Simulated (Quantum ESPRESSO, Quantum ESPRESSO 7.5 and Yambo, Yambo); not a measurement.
**PbO (P4/nmm): bands and cutoff in G0W0 with Yambo**

Wanted: a converged G0W0 gap of PbO (P4/nmm), or an estimate of the limit.

Calculated with Quantum ESPRESSO 7.5 and Yambo 5.3.0; PBE and many-body steps on it, plane waves.

This is a report of a sequence of runs, with most program output left out.

The database entry behind the starting cell differs from later determinations by our own check (c about 1 % long), so it need not match the best structure at ambient conditions.

## (1) Set-up

Symmetry: P4/nmm, No. 129, tetragonal system. Conventional cell: a = 3.960 Å, b = 3.960 Å, c = 5.070 Å, α = 90.00°, β = 90.00°, γ = 90.00°. Nearest to Pb lie 4 O at 2.32 Å. Nearest to O lie 4 Pb at 2.32 Å. Farther neighbours and most contacts between anions are not listed.

The cell and positions come from the Crystallography Open Database and are kept as given unless a step says otherwise. Spin-orbit coupling is left out unless a step names it.

## (2) Empty states on the mesh, 4×4×2 mesh, 359 bands

This step: Quantum ESPRESSO 7.5; DFT, PBE, plane waves, norm-conserving pseudopotentials.

The sums over transitions need many empty states on a uniform mesh; this step solves for them.

Input file pw.in:

```
&control
  calculation = 'nscf'
  prefix = 'x'
  outdir = 'o'
  pseudo_dir = 'pseudo'
/
&system
  ibrav = 0
  nat = 4
  ntyp = 2
  ecutwfc = 76.0
  nbnd = 359
  force_symmorphic = .true.
/
&electrons
  conv_thr = 1e-9
  electron_maxstep = 80
  diago_full_acc = .true.
  diago_thr_init = 5e-6
/
ATOMIC_SPECIES
  Pb 207.2 Pb.upf
  O 15.999 O.upf
CELL_PARAMETERS angstrom
  3.9600000000 0.0000000000 0.0000000000
  0.0000000000 3.9600000000 0.0000000000
  0.0000000000 0.0000000000 5.0700000000
ATOMIC_POSITIONS crystal
  Pb 0.0000000000 0.5000000000 0.2385140000
  Pb 0.5000000000 0.0000000000 0.7614860000
  O 0.0000000000 0.0000000000 0.0000000000
  O 0.5000000000 0.5000000000 0.0000000000
K_POINTS automatic
  4 4 2 0 0 0
```

Started as:

```console
OMP_NUM_THREADS=1 mpirun -n 4 pw.x -nk 4 -in pw.in > pw.out
```

It took 1.9 min on 4 MPI ranks of Arm Neoverse V1, shared host; peak memory 0.98 GiB; 7.6 min of CPU time.

This step gave:

| Quantity | Value |
| --- | --- |
| gap | 1.140 eV |
| k of the valence top | 0, 0, 0 |
| k of the conduction bottom | -0.5, -0.5, 0 |
| least direct gap | 2.140 eV |
| k points computed | 12 |
| lowest point of the top converged band, above the valence top | 138.5270 eV |

On this mesh the gap is 1.140 eV.

The density comes from a self-consistent run that is not shown.

## (3) Conversion and set-up

This step: Yambo 5.3.0; conversion and set-up on PBE, plane waves, norm-conserving pseudopotentials.

The states are converted to the many-body program's format and the q mesh is built.

Started as:

```console
(cd o/x.save; p2y > p2y.log; mv SAVE ../..); yambo > setup.log
```

Run time: 3 s. Hardware: 1 MPI rank; peak memory 0.24 GiB.

## (4) 69 bands, 88.4 eV

Now the one-shot GW correction: screening in the RPA, then the self-energy of the levels asked for.

This step: G0W0 on PBE, plane waves, norm-conserving pseudopotentials.

Input file gw1.in:

```
HF_and_locXC
gw0
dyson
ppa
em1d
rim_cut
RandQpts= 1000000
RandGvec= 1 RL
EXXRLvcs= 76 Ry
VXCRLvcs= 304 Ry
Chimod= "HARTREE"
% BndsRnXp
 1 | 69 |
%
NGsBlkXp= 6.5 Ry
% LongDrXp
 1 | 1 | 1 |
%
% GbndRnge
 1 | 69 |
%
DysSolver= "n"
ExtendOut
PPAPntXp= 27.21138 eV
% QPkrange
 1 | 1 | 27 | 30 |
 11 | 11 | 27 | 30 |
%
```

Started as:

```console
OMP_NUM_THREADS=1 mpirun -n 4 yambo -F gw1.in -J gw1 -C gw1 > gw1.log
```

It took 51 s on 4 MPI ranks; peak memory 2.3 GiB.

Numbers from this step:

- G0W0 gap on the points computed: 1.140 eV
- starting gap on the mesh: 1.140 eV
- k of the valence top: 0, 0, 0
- k of the conduction bottom: -0.5, -0.5, 0
- least direct G0W0 gap on the computed points: 2.119 eV
- Z at the valence top: 0.7900
- Z at the conduction bottom: 0.8365

The gap on the mesh goes from 1.14 eV to 1.14 eV, a correction of −0.0001 eV.

## (5) 163 bands, 156.5 eV

gw2.in, as its differences from gw1.in of step 4:

```diff
@@ -12,5 +12,5 @@
 % BndsRnXp
- 1 | 69 |
+ 1 | 163 |
 %
-NGsBlkXp= 6.5 Ry
+NGsBlkXp= 11.5 Ry
 % LongDrXp
@@ -19,3 +19,3 @@
 % GbndRnge
- 1 | 69 |
+ 1 | 163 |
 %
```

Started as:

```console
OMP_NUM_THREADS=1 mpirun -n 4 yambo -F gw2.in -J gw2 -C gw2 > gw2.log
```

Elapsed: 5.9 min, on 4 MPI ranks; peak memory 2.4 GiB.

This step gave:

```
G0W0 gap on the points computed              : 1.229 eV
starting gap on the mesh                     : 1.140 eV
k of the valence top                         : 0, 0, 0
k of the conduction bottom                   : -0.5, -0.5, 0
least direct G0W0 gap on the computed points : 2.111 eV
Z at the valence top                         : 0.7884
Z at the conduction bottom                   : 0.8360
```

Against G0W0 in Yambo (4×4×2 mesh, 69 bands, screening to 88.4 eV, Godby-Needs plasmon pole), the gap moves by +0.089 eV.

## (6) 359 bands, 244.9 eV

gw3.in, as its differences from gw2.in of step 5:

```diff
@@ -12,5 +12,5 @@
 % BndsRnXp
- 1 | 163 |
+ 1 | 359 |
 %
-NGsBlkXp= 11.5 Ry
+NGsBlkXp= 18 Ry
 % LongDrXp
@@ -19,3 +19,3 @@
 % GbndRnge
- 1 | 163 |
+ 1 | 359 |
 %
```

Started as:

```console
OMP_NUM_THREADS=1 mpirun -n 4 yambo -F gw3.in -J gw3 -C gw3 > gw3.log
```

The job ended after 39 min (4 MPI ranks; peak memory 3.5 GiB; 2.6 h of CPU time).

Numbers from this step:

```
G0W0 gap on the points computed              : 1.357 eV
starting gap on the mesh                     : 1.140 eV
k of the valence top                         : 0, 0, 0
k of the conduction bottom                   : -0.5, -0.5, 0
least direct G0W0 gap on the computed points : 2.253 eV
```

Against G0W0 in Yambo (4×4×2 mesh, 163 bands, screening to 156.5 eV, Godby-Needs plasmon pole), the gap moves by +0.128 eV.

## (7) The runs together

Times are wall times on 4 MPI ranks of Arm Neoverse V1, shared host, good to a factor of about two.

```
                run   mesh  bands  screening cutoff (eV)  DFT gap (eV)  gap on the mesh (eV)  direct (eV)     time
  69 bands, 88.4 eV  4×4×2     69                   88.4         1.140                 1.140        2.119     51 s
163 bands, 156.5 eV  4×4×2    163                  156.5         1.140                 1.229        2.111  5.9 min
359 bands, 244.9 eV  4×4×2    359                  244.9         1.140                 1.357        2.253   39 min
```

## (8) Results

```yaml
69_bands_88p4_ev: 1.140 eV
163_bands_156p5_ev: 1.229 eV
359_bands_244p9_ev: 1.357 eV
known_limits: not at the basis limit; no spin-orbit coupling; coarse k mesh
```

From the first rung to the last the gap moves by +0.22 eV for 46 times the time. The steps are not yet shrinking, so no limit is drawn. In the G0W0 runs levels were corrected at 2 k points alone, so a gap called «on the mesh» is the least over those, and an edge elsewhere would be missed. The 4×4×2 mesh is coarse for this cell, which bears on the long-range parts of exchange and screening. Where an edge is built on 6p states of lead, bismuth or thallium, scalar-relativistic gaps usually stand too wide, by a few tenths to over one eV. The many-body steps are scalar-relativistic: spin-orbit coupling is not in them.

[Paths, hosts, dates, memory and timing lines, banners, echoed tables and standing remarks are left out of the program output.]

[Logs are printed without paths, hosts, clocks, repeated set-up lines and the standing remarks that a program may print on its own settings, such as how far it seeks lower states.]

[Runs of the session that timed out or met a known fault of the program may be left out.]

[Hosts, paths, dates, database ids (printed as entryN), source tags and the programs' standing remarks are cut or masked in the printed files.]
